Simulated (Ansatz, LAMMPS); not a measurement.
## A frame of liquid 62SiO2-17Al2O3-10MgO-10Na2O (mol %) from 2000 K, run at 300 K (94 atoms): a short ab initio trajectory

Wanted: a short trajectory of a frame of liquid 62SiO2-17Al2O3-10MgO-10Na2O (mol %) from 2000 K, run at 300 K (94 atoms) with its pair distributions.

Method: Kohn-Sham DFT, r2SCAN, PAW (set soft_2), plane waves, in Ansatz 0.2.0.

### 1. Set-up

The cell holds 94 atoms: 18 Si, 10 Al, 3 Mg, 6 Na and 57 O. Its edges and angles: a = 10.790 Å, b = 10.790 Å, c = 10.790 Å, α = 90.0°, β = 90.0°, γ = 90.0°. 94 atoms (18 Si, 10 Al, 3 Mg, 6 Na, 57 O) placed at random at 2.51 g/cm³, melted at 4000 K for 10 ps at fixed volume with the Morse and Coulomb pair potential with partial charges (Pedone, Malavasi, Menziani, Cormack and Segre, J. Phys. Chem. B 110, 11780 (2006)). Snapshot at the end of a hold of 10 ps at 2000 K and fixed volume.

Before any run, some limits are plain. The network of bonds at the start is that of the classical potential that made the cell, and needn't be the one that DFT or experiment would give. The cell was made at 2000 K but the dynamics is set to 300 K: the trajectory isn't one at 2000 K. The Brillouin zone is sampled at Γ only, in a cell whose shortest periodic width is 11 Å.

### 2. Single point at the start

A single point comes first, to see the forces before anything moves.

input.yaml

```yaml
crystal:
  lattice:
    - [10.7901, 0.0, 0.0]
    - [0.0, 10.7901, 0.0]
    - [0.0, 0.0, 10.7901]
  atoms:
    - { symbol: Si, position: [0.11081, 0.78395, 0.32105] }
    - { symbol: Si, position: [0.99988, 0.81303, 0.07826] }
    - { symbol: Si, position: [0.06248, 0.61324, 0.71342] }
    - { symbol: Si, position: [0.54118, 0.99323, 0.38777] }
    [... 84 atom lines left out ...]
    - { symbol: O, position: [0.74517, 0.55552, 0.19545] }
    - { symbol: O, position: [0.04044, 0.20531, 0.23463] }
    - { symbol: O, position: [0.95049, 0.58265, 0.8074] }
    - { symbol: O, position: [0.89456, 0.73523, 0.15933] }
    - { symbol: O, position: [0.28636, 0.74334, 0.5824] }
    - { symbol: O, position: [0.0355, 0.76429, 0.68996] }
kpoints:
  mp_grid: { grid: [1, 1, 1] }
hamiltonian:
  xc: r2scan
scf:
  occupations: { method: fermi_dirac, width: 0.172 }
output:
  forces: true
```

The run is started by

```bash
> ansatz run input.yaml --threads 4 --pin off --max-ram 8192MiB --backend cpu --events-out ev --progress --plain --runs-dir out
```

Wall time 38 s (4 threads of Arm Neoverse V2, shared host); peak memory 3.4 GiB.

The run gave:

```
free energy            : -64113.5404 eV
free energy per atom   : -682.0589 eV/atom
SCF cycles             : 10
r.m.s. force component : 3.211 eV/Å
longest force          : 21.92 eV/Å
Fermi energy           : 5.176 eV
```

The r.m.s. force component of 3.2 eV/Å sets the starting point.

Length of the force by element:

| element | coordination | atoms | mean length of the force (eV/Å) | spread | least | most |
| --- | --- | --- | --- | --- | --- | --- |
| Al | all | 10 | 4.95 | 2.47 | 1.91 | 9.98 |
| Mg | all | 3 | 2.45 | 0.337 | 2.10 | 2.91 |
| Na | all | 6 | 1.40 | 1.54 | 0.462 | 4.81 |
| O | all | 57 | 3.61 | 2.96 | 0.761 | 13.5 |
| Si | all | 18 | 6.66 | 5.35 | 1.24 | 21.9 |

### 3. Dynamics started at 300 K

A Nosé–Hoover thermostat steers the temperature while disturbing the dynamics little. The time step is 1.0 fs.

input.yaml, as its differences from that of step 2:

```diff
@@ -15 +15,8 @@
   forces: true
+md:
+  timestep: 1.0
+  n_steps: 100
+  ensemble: nvt_nose_hoover
+  temperature: 300
+  initial_velocities: maxwell_boltzmann
+  seed: 2832
```

Elapsed: 32 min, on 4 threads; peak memory 3.6 GiB; 2.1 h of CPU time.

The program notes that it switched symmetry off.

The trajectory, sampled:

| time (fs) | T (K) | potential (meV/atom) | conserved (meV/atom) |
| --- | --- | --- | --- |
| 0.0 | 300 | 0.0 | 0.00 |
| 7.0 | 1412 | -144.0 | -1.06 |
| 13.0 | 1554 | -167.6 | -0.82 |
| 20.0 | 1376 | -156.9 | -0.86 |
| 27.0 | 1127 | -136.6 | -0.65 |
| 33.0 | 1266 | -162.5 | -0.82 |
| 40.0 | 1400 | -190.0 | -0.88 |
| 47.0 | 1228 | -179.2 | -0.83 |
| 53.0 | 1162 | -180.0 | -0.83 |
| 60.0 | 1267 | -205.4 | -0.91 |
| 67.0 | 1207 | -210.8 | -0.92 |
| 73.0 | 1142 | -212.9 | -0.92 |
| 80.0 | 1144 | -225.6 | -0.98 |
| 87.0 | 1021 | -221.5 | -0.97 |
| 93.0 | 1025 | -231.2 | -1.00 |
| 100.0 | 1004 | -239.5 | -1.02 |

Mean square displacement from the first frame to the last: Si 0.12 Å², Al 0.15 Å², Mg 0.24 Å², Na 0.54 Å², O 0.22 Å².

Mean square displacement against time lag:

| time lag (fs) | Al (Å²) | Mg (Å²) | Na (Å²) | O (Å²) | Si (Å²) |
| --- | --- | --- | --- | --- | --- |
| 1.0 | 1.1e-4 | 1.0e-4 | 1.3e-4 | 1.7e-4 | 1.4e-4 |
| 3.0 | 9.9e-4 | 9.1e-4 | 0.00117 | 0.00153 | 0.00124 |
| 5.0 | 0.00274 | 0.00252 | 0.00327 | 0.00419 | 0.00338 |
| 7.0 | 0.00530 | 0.00492 | 0.00644 | 0.00802 | 0.00643 |
| 9.0 | 0.00857 | 0.00810 | 0.0107 | 0.0128 | 0.0102 |
| 11.0 | 0.0124 | 0.0120 | 0.0160 | 0.0183 | 0.0144 |
| 13.0 | 0.0167 | 0.0166 | 0.0223 | 0.0243 | 0.0188 |
| 15.0 | 0.0214 | 0.0218 | 0.0296 | 0.0306 | 0.0232 |
| 17.0 | 0.0262 | 0.0277 | 0.0379 | 0.0369 | 0.0274 |
| 19.0 | 0.0311 | 0.0340 | 0.0471 | 0.0432 | 0.0311 |
| 21.0 | 0.0360 | 0.0408 | 0.0571 | 0.0493 | 0.0344 |
| 23.0 | 0.0407 | 0.0479 | 0.0679 | 0.0552 | 0.0370 |
| 25.0 | 0.0454 | 0.0554 | 0.0794 | 0.0609 | 0.0391 |
| 27.0 | 0.0498 | 0.0631 | 0.0915 | 0.0665 | 0.0406 |
| 29.0 | 0.0541 | 0.0710 | 0.104 | 0.0720 | 0.0416 |
| 31.0 | 0.0582 | 0.0789 | 0.117 | 0.0774 | 0.0423 |
| 33.0 | 0.0622 | 0.0869 | 0.131 | 0.0828 | 0.0427 |
| 35.0 | 0.0661 | 0.0948 | 0.145 | 0.0882 | 0.0430 |
| 37.0 | 0.0699 | 0.103 | 0.159 | 0.0936 | 0.0434 |
| 39.0 | 0.0736 | 0.111 | 0.173 | 0.0988 | 0.0439 |
| 41.0 | 0.0774 | 0.118 | 0.187 | 0.104 | 0.0446 |
| 43.0 | 0.0812 | 0.126 | 0.201 | 0.109 | 0.0456 |
| 45.0 | 0.0850 | 0.133 | 0.216 | 0.113 | 0.0469 |
| 47.0 | 0.0889 | 0.140 | 0.230 | 0.117 | 0.0485 |
| 50.0 | 0.0949 | 0.151 | 0.251 | 0.123 | 0.0515 |

Over the second half of 100 fs the temperature averages 1135 K, falling from about 1205 to 1026 K (means over the first and last quarter of that half). The conserved energy stays within 1.10 meV/atom. From first frame to last Na has the largest mean square displacement, 0.54 Å² at the end; the farthest move is 1.03 Å. The mean temperature of 1135 K lies well off the 300 K of the input, so the thermostat hasn't yet brought the run to equilibrium. The run spans 0.10 ps, too short for its means to be equilibrium values.

### 4. Local order late in the run

The g(r) is a mean over the second half; what follows it is taken at the last frame.

Bonds before and after, by the cutoffs listed below:

| pair | bonds before | bonds after | mean before (Å) | mean after (Å) | spread before (Å) | spread after (Å) |
| --- | --- | --- | --- | --- | --- | --- |
| O-Si | 73 | 73 | 1.654 | 1.654 | 0.136 | 0.089 |
| O-Al | 40 | 41 | 1.798 | 1.815 | 0.169 | 0.131 |
| O-Mg | 11 | 13 | 2.079 | 2.078 | 0.230 | 0.194 |

Density 2.51 g/cm³, 13.36 Å³ an atom.

Mean of 14 frames. Pair distribution functions g(r), in bins of 0.2 Å:

| r (Å) | total | O-O | O-Si | O-Al | O-Na | O-Mg | Si-Si |
| --- | --- | --- | --- | --- | --- | --- | --- |
| 1.40 | 0.08 | 0.00 | 0.34 | 0.00 | 0.00 | 0.00 | 0.00 |
| 1.60 | 2.62 | 0.00 | 9.90 | 2.45 | 0.00 | 0.00 | 0.00 |
| 1.80 | 1.52 | 0.00 | 2.67 | 6.37 | 0.00 | 2.07 | 0.00 |
| 2.00 | 0.42 | 0.00 | 0.11 | 1.96 | 0.40 | 2.91 | 0.00 |
| 2.20 | 0.28 | 0.03 | 0.04 | 0.31 | 1.71 | 2.19 | 0.00 |
| 2.40 | 0.44 | 0.68 | 0.00 | 0.10 | 1.54 | 1.48 | 0.00 |
| 2.60 | 1.18 | 2.84 | 0.00 | 0.04 | 1.05 | 0.25 | 0.00 |
| 2.80 | 1.22 | 2.58 | 0.06 | 0.18 | 0.99 | 0.40 | 0.66 |
| 3.00 | 0.98 | 1.27 | 0.27 | 0.32 | 1.25 | 0.47 | 2.59 |
| 3.20 | 1.03 | 0.83 | 0.63 | 0.57 | 0.95 | 0.68 | 3.25 |
| 3.40 | 0.87 | 0.79 | 0.93 | 0.75 | 0.68 | 0.47 | 0.69 |
| 3.60 | 0.92 | 0.70 | 1.06 | 1.21 | 0.63 | 1.26 | 0.36 |
| 3.80 | 0.97 | 0.76 | 1.48 | 1.11 | 0.95 | 1.02 | 0.16 |
| 4.00 | 1.11 | 0.67 | 1.77 | 1.34 | 1.17 | 1.14 | 0.53 |
| 4.20 | 1.17 | 0.62 | 1.67 | 1.86 | 1.17 | 1.58 | 0.71 |
| 4.40 | 1.00 | 0.74 | 1.14 | 1.39 | 1.14 | 1.89 | 0.92 |
| 4.60 | 1.00 | 0.96 | 0.86 | 1.10 | 1.32 | 1.54 | 1.02 |
| 4.80 | 1.06 | 1.31 | 0.87 | 0.75 | 1.07 | 1.31 | 1.10 |
| 5.00 | 1.03 | 1.31 | 0.77 | 0.79 | 0.74 | 0.88 | 1.39 |
| 5.20 | 1.07 | 1.42 | 0.77 | 0.76 | 0.89 | 0.73 | 1.71 |

Bonds by pair of elements; cutoffs follow the first minimum of g(r), held within bounds set by covalent radii, and pairs that aren't listed don't count as bonded:

| pair A-B | cutoff (Å) | bonds | mean length (Å) | spread (Å) | shortest (Å) | B about A | A about B |
| --- | --- | --- | --- | --- | --- | --- | --- |
| O-Si | 2.16 | 73 | 1.65 | 0.089 | 1.47 | 1.28 | 4.06 |
| O-Al | 2.38 | 41 | 1.81 | 0.131 | 1.57 | 0.719 | 4.1 |
| O-Na | 2.71 | 18 | 2.40 | 0.196 | 1.99 | 0.316 | 3 |
| O-Mg | 2.68 | 13 | 2.08 | 0.194 | 1.84 | 0.228 | 4.33 |

The cutoff for O-Na falls short of the minimum of g(r), so counts run low and odd coordinations can be artefacts.

How many atoms have how many bonded neighbours:

| element | mean | 2 | 3 | 4 | 5 |
| --- | --- | --- | --- | --- | --- |
| Al | 4.1 | 0 | 0 | 9 | 1 |
| Mg | 4.33 | 0 | 0 | 2 | 1 |
| Na | 3 | 1 | 4 | 1 | 0 |
| O | 2.54 | 33 | 17 | 7 | 0 |
| Si | 4.06 | 0 | 0 | 17 | 1 |

Bond angles, per cent of each kind in bins of 5°:

| angle (°) | O-Si-O | O-Al-O | Al-O-Si | O-Mg-O | Si-O-Si |
| --- | --- | --- | --- | --- | --- |
| 60–65 | 0.0 | 0.0 | 0.0 | 4.5 | 0.0 |
| 65–70 | 0.0 | 0.0 | 0.0 | 9.1 | 0.0 |
| 70–75 | 0.0 | 0.0 | 0.0 | 0.0 | 0.0 |
| 75–80 | 0.0 | 3.1 | 0.0 | 0.0 | 0.0 |
| 80–85 | 1.8 | 3.1 | 0.0 | 0.0 | 0.0 |
| 85–90 | 1.8 | 0.0 | 0.0 | 9.1 | 0.0 |
| 90–95 | 6.2 | 12.5 | 0.0 | 4.5 | 0.0 |
| 95–100 | 8.9 | 10.9 | 10.3 | 13.6 | 0.0 |
| 100–105 | 10.7 | 14.1 | 0.0 | 4.5 | 0.0 |
| 105–110 | 24.1 | 10.9 | 0.0 | 13.6 | 0.0 |
| 110–115 | 20.5 | 14.1 | 17.2 | 4.5 | 0.0 |
| 115–120 | 16.1 | 10.9 | 13.8 | 9.1 | 9.1 |
| 120–125 | 7.1 | 9.4 | 10.3 | 9.1 | 13.6 |
| 125–130 | 1.8 | 3.1 | 3.5 | 0.0 | 4.5 |
| 130–135 | 0.0 | 1.6 | 10.3 | 4.5 | 4.5 |
| 135–140 | 0.0 | 3.1 | 13.8 | 4.5 | 9.1 |
| 140–145 | 0.0 | 0.0 | 6.9 | 4.5 | 0.0 |
| 145–150 | 0.0 | 0.0 | 0.0 | 0.0 | 13.6 |
| 150–155 | 0.0 | 1.6 | 0.0 | 4.5 | 9.1 |
| 155–160 | 0.0 | 1.6 | 3.5 | 0.0 | 18.2 |
| 160–165 | 0.0 | 0.0 | 3.5 | 0.0 | 13.6 |
| 165–170 | 0.0 | 0.0 | 6.9 | 0.0 | 0.0 |
| 170–175 | 0.9 | 0.0 | 0.0 | 0.0 | 4.5 |

Bond angles (no mean is given where the spread exceeds 20°):

| angle | count | mean (°) | spread (°) |
| --- | --- | --- | --- |
| O-Si-O | 112 | 109 | 10.9 |
| O-Al-O | 64 | 108 | 15.7 |
| Al-O-Si | 29 | 128 | 19.4 |
| O-Mg-O | 22 | - | - |
| Si-O-Si | 22 | 145 | 16.4 |

Oxygen atoms by the number of network formers (Si, P, Ge, B, Al, As, Ga) bound to them:

| network formers bound to O | O atoms | per cent |
| --- | --- | --- |
| 0 | 0 | 0 |
| 1 | 8 | 14 |
| 2 | 41 | 71.9 |
| 3 | 8 | 14 |

Network units: each former by its oxygen neighbours and how many of them bridge to another former:

| former | O neighbours | bridging O | atoms |
| --- | --- | --- | --- |
| Si | 4 | 3 | 8 |
| Si | 4 | 4 | 9 |
| Si | 5 | 5 | 1 |
| Al | 4 | 4 | 9 |
| Al | 5 | 5 | 1 |

Bond length by coordination (bonds to H left out):

| element | coordination | atoms | mean bond length (Å) |
| --- | --- | --- | --- |
| Al | 4 | 9 | 1.80 |
| Al | 5 | 1 | 1.89 |
| Mg | 4 | 2 | 2.02 |
| Mg | 5 | 1 | 2.17 |
| Na | 2 | 1 | 2.37 |
| Na | 3 | 4 | 2.43 |
| Na | 4 | 1 | 2.31 |
| O | 2 | 33 | 1.66 |
| O | 3 | 17 | 1.91 |
| O | 4 | 7 | 2.08 |
| Si | 4 | 17 | 1.64 |
| Si | 5 | 1 | 1.78 |

Rings of the network by King's shortest-path rule, up to 12 atoms, one path for each pair of neighbours; H, halogens, alkali and alkaline-earth atoms are left out, and the last column divides by all other atoms, bonded or not:

| ring size (atoms) | rings | per network atom |
| --- | --- | --- |
| 4 | 4 | 0.047 |
| 6 | 4 | 0.047 |
| 8 | 10 | 0.118 |
| 10 | 13 | 0.153 |
| 12 | 16 | 0.188 |

For some of the pairs, g(r) has its first main peak near 2.7 Å (O-O), 1.6 Å (O-Si), 1.7 Å (O-Al), 2.3 Å (O-Na), 1.9 Å (O-Mg) and 3.2 Å (Si-Si). The O-Si-O angle averages 109° with a spread of 11°. 72 % of the oxygens bridge two formers (Si and Al) and 14 % are non-bridging; 14 % join three. The commonest Si unit has 4 oxygens, 4 of them shared with other formers (9 of 18 atoms). Rings of 12 atoms are the most common (34 % of those counted); sizes run from 4 to 12, where the search stops.

### 5. Single point at the last frame

The last frame is solved again with fuller output, to read the electronic structure of a thermally displaced geometry.

input.yaml

```yaml
crystal:
  lattice:
    - [10.7901, 0.0, 0.0]
    - [0.0, 10.7901, 0.0]
    - [0.0, 0.0, 10.7901]
  atoms:
    - { symbol: Si, position: [0.09825, 0.79199, 0.34137] }
    - { symbol: Si, position: [0.9959, 0.79353, 0.0556] }
    - { symbol: Si, position: [0.06351, 0.59899, 0.68993] }
    - { symbol: Si, position: [0.52663, 0.99739, 0.41045] }
    [... 84 atom lines left out ...]
    - { symbol: O, position: [0.71683, 0.56305, 0.17477] }
    - { symbol: O, position: [0.00173, 0.17673, 0.26253] }
    - { symbol: O, position: [0.94, 0.5934, 0.76494] }
    - { symbol: O, position: [0.89144, 0.68469, 0.11164] }
    - { symbol: O, position: [0.33245, 0.72955, 0.59825] }
    - { symbol: O, position: [0.08259, 0.76168, 0.66756] }
kpoints:
  mp_grid: { grid: [1, 1, 1] }
hamiltonian:
  xc: r2scan
scf:
  occupations: { method: fermi_dirac, width: 0.172 }
output:
  forces: true
  stress: true
  populations: intrinsic
  dos:
    method: { smearing: { sigma: 0.1 } }
    de: 0.1
    projected: { site_lists: { Al: [Al], Mg: [Mg], Na: [Na], O: [O], Si: [Si] } }
  eigenvalues: true
  write_density: true
  write_potential: true
  volumetric_format: npy
  elf: true
```

Run time: 40 s. Hardware: 4 threads; peak memory 3.4 GiB; 2.6 min of CPU time.

The run gave:

```
free energy                                      : -64136.0570 eV
free energy per atom                             : -682.2985 eV/atom
SCF cycles                                       : 9
pressure                                         : -2.198 GPa
r.m.s. force component                           : 1.639 eV/Å
longest force                                    : 8.852 eV/Å
Fermi energy                                     : 5.012 eV
gap (highest filled to lowest empty level) : 3.38 eV
```

Length of the force by element:

| element | coordination | atoms | mean length of the force (eV/Å) | spread | least | most |
| --- | --- | --- | --- | --- | --- | --- |
| Al | all | 10 | 2.23 | 1.04 | 1.10 | 4.66 |
| Mg | all | 3 | 0.877 | 0.296 | 0.486 | 1.20 |
| Na | all | 6 | 0.943 | 0.494 | 0.457 | 1.96 |
| O | all | 57 | 2.11 | 1.33 | 0.293 | 6.88 |
| Si | all | 18 | 3.90 | 1.81 | 0.684 | 8.85 |

Intrinsic-atomic-orbital charges by element:

| element | coordination | atoms | mean charge (e) | spread | least | most |
| --- | --- | --- | --- | --- | --- | --- |
| Al | all | 10 | 1.38 | 0.0339 | 1.32 | 1.44 |
| Mg | all | 3 | 1.67 | 0.0069 | 1.66 | 1.68 |
| Na | all | 6 | 0.838 | 0.0249 | 0.789 | 0.866 |
| O | all | 57 | -0.972 | 0.0775 | -1.18 | -0.855 |
| Si | all | 18 | 1.75 | 0.0413 | 1.68 | 1.81 |

Density of states as counts of states in windows of 1 eV (from the Fermi level), total and the larger projections:

| from (eV) | to (eV) | total | O p | Si p |
| --- | --- | --- | --- | --- |
| -18 | -13 | 0.0 | 0.0 | 0.0 |
| -13 | -12 | 2.0 | 1.4 | 0.1 |
| -12 | -11 | 5.3 | 3.6 | 0.3 |
| -11 | -10 | 8.7 | 6.0 | 0.6 |
| -10 | -9 | 16.2 | 11.9 | 1.6 |
| -9 | -8 | 21.6 | 16.3 | 2.2 |
| -8 | -7 | 31.9 | 25.0 | 3.7 |
| -7 | -6 | 40.9 | 33.9 | 3.0 |
| -6 | -5 | 51.0 | 44.5 | 2.0 |
| -5 | -4 | 63.8 | 58.8 | 1.4 |
| -4 | -3 | 55.8 | 52.5 | 0.9 |
| -3 | -2 | 38.9 | 37.1 | 0.5 |
| -2 | -1 | 6.0 | 5.8 | 0.1 |
| -1 | 1 | 0.0 | 0.0 | 0.0 |
| 1 | 2 | 2.0 | 0.1 | 0.0 |
| 2 | 3 | 2.5 | 0.4 | 0.2 |
| 3 | 4 | 7.7 | 1.0 | 0.8 |
| 4 | 5 | 15.9 | 1.9 | 2.1 |

Between -26 and -18 eV lie 150 more states.

The stored curve holds about 492 of the 528 electrons; the rest, give or take the few that broadening carries across the Fermi level, lie in deeper levels below its range.

The levels nearest the highest filled one (over half full), pooled over k-points and spins:

| level less the highest filled one (eV) | occupation |
| --- | --- |
| -0.46 | 2 |
| -0.398 | 2 |
| -0.321 | 2 |
| -0.231 | 2 |
| -0.217 | 2 |
| 0 | 2 |
| 3.38 | 0 |
| 4.57 | 0 |
| 4.76 | 0 |
| 5.01 | 0 |
| 5.46 | 0 |
| 5.69 | 0 |

Mean intrinsic-atomic-orbital charges: Al +1.38, Mg +1.67, Na +0.84, O -0.97, Si +1.75 e.

### 6. Summary of results

| Item | Value |
| --- | --- |
| mean temperature, second half | 1135 K |
| temperature swing, second half | 86.89 K |
| slope of the conserved energy against time, by least squares | -3.255 meV/atom/ps |
| free energy per atom | -682.2985 eV/atom |
| pressure | -2.198 GPa |
| r.m.s. force component | 1.639 eV/Å |
| gap (highest filled to lowest empty level) | 3.38 eV |
| wall time of the 3 DFT runs | 33 min |

Over the second half of 100 fs the temperature averages 1135 K, falling from about 1205 to 1026 K (means over the first and last quarter of that half). The conserved energy stays within 1.10 meV/atom. The mean temperature of 1135 K lies well off the 300 K of the input, so the thermostat hasn't yet brought the run to equilibrium. The run spans 0.10 ps, too short for its means to be equilibrium values. 72 % of the oxygens bridge two formers (Si and Al) and 14 % are non-bridging; 14 % join three. The highest filled and lowest empty levels differ by 3.38 eV (at Γ alone); a semilocal functional tends to put such gaps too low. In a disordered cell it changes from sample to sample and from frame to frame.

What to keep in mind: The pressure of -2.2 GPa is that of one thermal frame at a volume set beforehand, without the kinetic term.

[Logs are printed without paths, hosts, clocks, repeated set-up lines and the standing remarks that a program may print on its own settings, such as how far it seeks lower states.]

[Hosts, paths, dates, database ids (printed as entryN), source tags and the programs' standing remarks are cut or masked in the printed files.]
